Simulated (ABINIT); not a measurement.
Planning a run of ABINIT 10.8.3 on WS2 (Tungstenite). The input:

```
acell 3*1.0 Angstrom
rprim 
  3.153199999992 0.000000000002 0.000000000000
  -1.576599999998 2.730751303206 0.000000000000
  0.000000000000 0.000000000000 12.323000000000
ntypat 2
znucl 74 16
natom 6
typat 1 1 2 2 2 2
xred 
  0.333333333333 0.666666666667 0.250000000000
  0.666666666667 0.333333333333 0.750000000000
  0.333333333333 0.666666666667 0.622500000000
  0.666666666667 0.333333333333 0.122500000000
  0.333333333333 0.666666666667 0.877500000000
  0.666666666667 0.333333333333 0.377500000000
pp_dirpath "pseudos"
pseudos "W.upf, S.upf"
ecut 31
ngkpt 3 3 1
nshiftk 1
shiftk 0 0 0
kptopt 1
chksymbreak 0
istwfk *1
occopt 1
irdwfk 1
optdriver 4
nband 66
gwcalctyp 0
ecutsigx 31
symsigma 1
nkptgw 2
kptgw 
  0.0000000000 0.0000000000 0.0000000000
  0.3333333333 0.3333333333 0.0000000000
bdgw 
  25 28
  25 28
ecuteps 13.8
irdscr 1
ppmodel 1
indata_prefix "in"
outdata_prefix "out"
tmpdata_prefix "tmp"
```

```sh
OMP_NUM_THREADS=1 mpirun -n 4 abinit run.abi > log
```

Estimate wall time and host memory on 4 MPI ranks of Arm Neoverse V1, shared host.

It took 68 s; on shared hardware allow 34 s to 2.3 min. Peak host memory was 3.0 GiB.

[Paths, hosts, dates, memory and timing lines, banners, echoed tables and standing remarks are left out of the program output.]

[Logs are printed without paths, hosts, clocks, repeated set-up lines and the standing remarks that a program may print on its own settings, such as how far it seeks lower states.]

[Runs of the session that timed out or met a known fault of the program may be left out.]

[Hosts, paths, dates, database ids (printed as entryN), source tags and the programs' standing remarks are cut or masked in the printed files.]

[G0W0 gaps are taken among the corrected bands and points alone; a level outside them can change the order at an edge.]

[Where Ansatz stands beside ABINIT at settings called matched, ABINIT's density can come from a denser mesh and the files from another edition; pairs whose starting gaps differed by over 0.03 eV were left out, so agreement reads better than it is.]
